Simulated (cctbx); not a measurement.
**What is wrong with this refinement?**

Cell a = 4.2080 Å, b = 4.2080 Å, c = 10.4480 Å, α = 90.00°, β = 90.00°, γ = 90.00°; space group P4/nmm (no. 129, origin choice 1). The compound is ZnPbF4.

Simulated single-crystal data (cctbx): Ga Kα, λ = 1.3414 Å, to d = 0.8 Å, 80 % of the full sphere, strongest reflection 5000 counts, noise from counting, a 6 % proportional error and a noise floor of 2 counts (s.d.); no absorption.

An anisotropic refinement with weights 1/σ² prints:

```text
Rint 0.053, 148 unique reflections to 0.80 A
cycle     R1     wR2    GooF  max shift (A)
   1  0.0355  0.0921   2.851   0.01072
   2  0.0167  0.0373   1.155   0.00001
final R1 0.0167 wR2 0.0373 GooF 1.155  parameters 15  data/parameter 9.9
atom        x        y        z      Ueq    occ   su(xyz)  su(Uiso or U11)
Pb1    0.50000  0.00000  0.38631   0.0090  1.000  0.00004  0.0002
Zn1    0.50000  0.00000  0.85739   0.0258  1.000  0.00020  0.0006
F1     0.00000  0.00000  0.79498   0.0207  1.000  0.00052  0.0028
F2     0.00000  0.00000  0.50000   0.0210  1.000  0.00000  0.0025
F3     0.50000  0.00000  0.67008   0.0172  1.000  0.00077  0.0021
difference map: max 0.95 min -1.58 rms 0.25
Q1    0.0000  0.5000  0.3845    2    0.95  0.57 A from F3
Q2    0.1704  0.1704  0.0000    8    0.70  2.16 A from Zn1
Q3    0.1074  0.3926  0.0522    8    0.67  1.14 A from Zn1
Q4    0.0000  0.1359  0.8226    8    0.60  0.64 A from F1
Q5    0.0000  0.1717  0.2592    8    0.55  0.92 A from F1
Q6    0.0000  0.2577  0.2104    8    0.51  1.09 A from F1
```

**Question.** Can this result stand? If not, what is the likely fault?

Mend it. The fault: anomalous dispersion left out. Against the right model at the same level, R1 goes from 0.0137 to 0.0167 and GooF from 0.97 to 1.16 and U of Zn1 swells from 0.0178 to 0.0258 Å². No atom is wrong: without f′ and f″ the atoms near an edge get the wrong scattering power, which U and the scale absorb. The signs are weak, and the output alone doesn't single this fault out.

The compound is ZnPbF4. The right model at the same level gives:

```text
Rint 0.053, 148 unique reflections to 0.80 A
cycle     R1     wR2    GooF  max shift (A)
   1  0.0208  0.0581   1.798   0.00526
   2  0.0137  0.0313   0.969   0.00000
final R1 0.0137 wR2 0.0313 GooF 0.969  parameters 15  data/parameter 9.9
atom        x        y        z      Ueq    occ   su(xyz)  su(Uiso or U11)
Pb1    0.50000  0.00000  0.38633   0.0073  1.000  0.00003  0.0002
Zn1    0.50000  0.00000  0.85724   0.0178  1.000  0.00017  0.0005
F1     0.00000  0.00000  0.79545   0.0249  1.000  0.00044  0.0023
F2     0.00000  0.00000  0.50000   0.0251  1.000  0.00000  0.0021
F3     0.50000  0.00000  0.66923   0.0206  1.000  0.00063  0.0018
difference map: max 0.62 min -1.08 rms 0.19
Q1    0.0000  0.5000  0.4033    2    0.63  0.76 A from F3
Q2    0.1728  0.1728  0.0000    8    0.57  2.16 A from Zn1
Q3    0.0000  0.2199  0.2530    8    0.57  1.05 A from F1
Q4    0.0000  0.5000  0.0510    2    0.55  0.96 A from Zn1
Q5    0.0000  0.3535  0.0528    8    0.51  1.12 A from Zn1
Q6    0.1464  0.3536  0.7384    8    0.50  1.57 A from Pb1
```

Isotropic U is held between 0.0001 and 1 Å² by the program, and listed peak heights are interpolated, so they can pass the grid's maximum.

The model was made for the exercise: a known structure type with other elements put in, its volume estimated, not relaxed; displacement parameters are assumed.

[Middle refinement cycles are left out of these outputs.]

[Logs are printed without paths, hosts, clocks, repeated set-up lines and the standing remarks that a program may print on its own settings, such as how far it seeks lower states.]
